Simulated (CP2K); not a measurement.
Fluorooxirane has these distinct C atoms: C2 (bonded to C, F, O and H) and C3 (bonded to C, O and 2 H).

```xyz
7

F     1.4572   -0.9664   -0.4082
C     0.6845    0.1046    0.0110
C    -0.7711   -0.0053   -0.0866
O    -0.0436   -0.0947    1.1940
H     1.2541    1.0330   -0.0788
H    -1.3938    0.8840   -0.2043
H    -1.1873   -0.9552   -0.4271
```

Their partial C K spectra (CP2K XAS_TDP, all-electron GAPW, PBEh(45%), aug-cc-pVDZ, TDA, GW2X-corrected core level, no relativity) are given in random order, each times the number of alike atoms.

Gaussian full width 0.5 eV, oscillator strength per eV, alike atoms added, rows of zeros left out:

```
E (eV)  curve 1  curve 2
290.25    0.000    0.002
290.50    0.000    0.022
290.75    0.000    0.081
291.00    0.000    0.075
291.25    0.000    0.018
291.50    0.000    0.001
291.75    0.000    0.001
292.00    0.000    0.006
292.25    0.000    0.017
292.50    0.000    0.024
292.75    0.000    0.038
293.00    0.000    0.030
293.25    0.001    0.029
293.50    0.017    0.039
293.75    0.098    0.023
294.00    0.182    0.007
294.25    0.126    0.006
294.50    0.054    0.012
294.75    0.037    0.016
295.00    0.016    0.027
295.25    0.003    0.033
295.50    0.002    0.031
295.75    0.002    0.021
296.00    0.002    0.010
296.25    0.001    0.012
296.50    0.002    0.010
296.75    0.015    0.005
297.00    0.040    0.004
297.25    0.042    0.005
297.50    0.022    0.003
297.75    0.010    0.005
298.00    0.010    0.009
298.25    0.013    0.007
298.50    0.007    0.007
298.75    0.003    0.008
299.00    0.004    0.010
299.25    0.008    0.020
299.50    0.018    0.027
299.75    0.034    0.015
300.00    0.027    0.005
300.25    0.010    0.002
300.50    0.002    0.006
300.75    0.005    0.016
301.00    0.011    0.024
301.25    0.010    0.025
301.50    0.013    0.023
301.75    0.028    0.022
302.00    0.027    0.032
302.25    0.014    0.025
302.50    0.019    0.008
302.75    0.019    0.006
303.00    0.015    0.006
```

Q: Which curve belongs to which atom?

Curve 1: C2 (bonded to C, F, O and H), leading line at 293.91 eV (f = 0.054 an atom), ionisation energy 296.62 eV, term value 2.71 eV. Curve 2: C3 (bonded to C, O and 2 H), leading line at 290.86 eV (f = 0.050 an atom), ionisation energy 294.50 eV, term value 3.64 eV. The leading line of an atom is its first one with 35 % of the strongest within 2.5 eV of its lowest line over the strength cut. A line lies at the core ionisation energy, which rises as an atom loses charge to its neighbours or to a π system, less the term value, which is large for a low π* or σ* orbital with weight on that atom.

[Banner, clock and machine lines of the logs are left out without a mark of their own.]

[Logs are printed without paths, hosts, clocks, repeated set-up lines and the standing remarks that a program may print on its own settings, such as how far it seeks lower states.]

[Hosts, paths, dates, database ids (printed as entryN), source tags and the programs' standing remarks are cut or masked in the printed files.]
